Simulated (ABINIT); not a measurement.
Entries from a set of simulations; values are calculated unless marked as measured.

## Beyond one shot: MgS (F-43m)

Symmetry: F-43m, No. 216, cubic system. Conventional cell: a = 5.666 Å, b = 5.666 Å, c = 5.666 Å, α = 90.00°, β = 90.00°, γ = 90.00°. Nearest to Mg lie 4 S at 2.45 Å. Nearest to S lie 4 Mg at 2.45 Å. Farther neighbours, and contacts between anions beyond the nearest, are not listed.

```
method                          : RPA screening on LDA from quasiparticle energies and orbitals, plane waves, norm-conserving pseudopotentials (and 4 further levels or steps)
program                         : ABINIT 10.8.3
settings                        : cutoff 38 Ha, PseudoDojo scalar-relativistic 0.4.1 standard, norm-conserving, ngkpt (4, 4, 4), nband 26, ecuteps 3.2 Ha, gwcalctyp 27, nfreqre 1, inclvkb 2, shiftk (0, 0, 0), symchi 1, awtr 1, frequency static, cycle 4, q points all but q = 0, 4×4×4 k-mesh
cost                            : 13 runs, 2.6 min in all on 4 MPI ranks of Arm Neoverse V2, shared host
notes                           : The cell and positions are those that the Materials Project relaxed with its own functionals (PBE, PBE+U or r2SCAN), kept fixed. This is not the form that MgS usually takes at ambient conditions. The 4×4×4 mesh is coarse for this cell, which bears on the long-range parts of exchange and screening.
G0W0                            : 4.889 eV
self-consistent COHSEX, cycle 1 : 5.809 eV
self-consistent COHSEX, cycle 2 : 6.319 eV
self-consistent COHSEX, cycle 3 : 6.466 eV
self-consistent COHSEX, cycle 4 : 6.479 eV
known limits                    : short of the basis limit; coarse k mesh
```

Only the bands that the input lists are updated; the higher empty ones keep the functional's energies. Self-consistent COHSEX ends at 6.48 eV, +1.59 eV from G0W0, after 4 cycles that took 2.5 min beside the first screening; the last moved the gap by 0.013 eV.

[Long decimals in the printed logs are rounded to 6 places.]

[Logs are printed without paths, hosts, clocks, repeated set-up lines and the standing remarks that a program may print on its own settings, such as how far it seeks lower states.]

[Paths, hosts, dates, memory and timing lines, banners, echoed tables and standing remarks are left out of the program output; an Ansatz launch command may be rebuilt from the run's recorded settings. Measured values are a selection of at most five: reports struck by readers or far from the other reports are left out. None is set beside runs whose start may be inverted or whose files or cutoffs have a known fault.]

[Runs of the session that timed out or met a known fault of the program may be left out.]

[Hosts, paths, dates, database ids (printed as entryN), source tags and the programs' standing remarks are cut or masked in the printed files.]

[G0W0 gaps are taken among the corrected bands and points alone; a level outside them can change the order at an edge.]

[Where Ansatz stands beside ABINIT at settings called matched, ABINIT's density can come from a denser mesh and the files from another edition; pairs whose starting gaps differed by over 0.03 eV were left out, so agreement reads better than it is.]
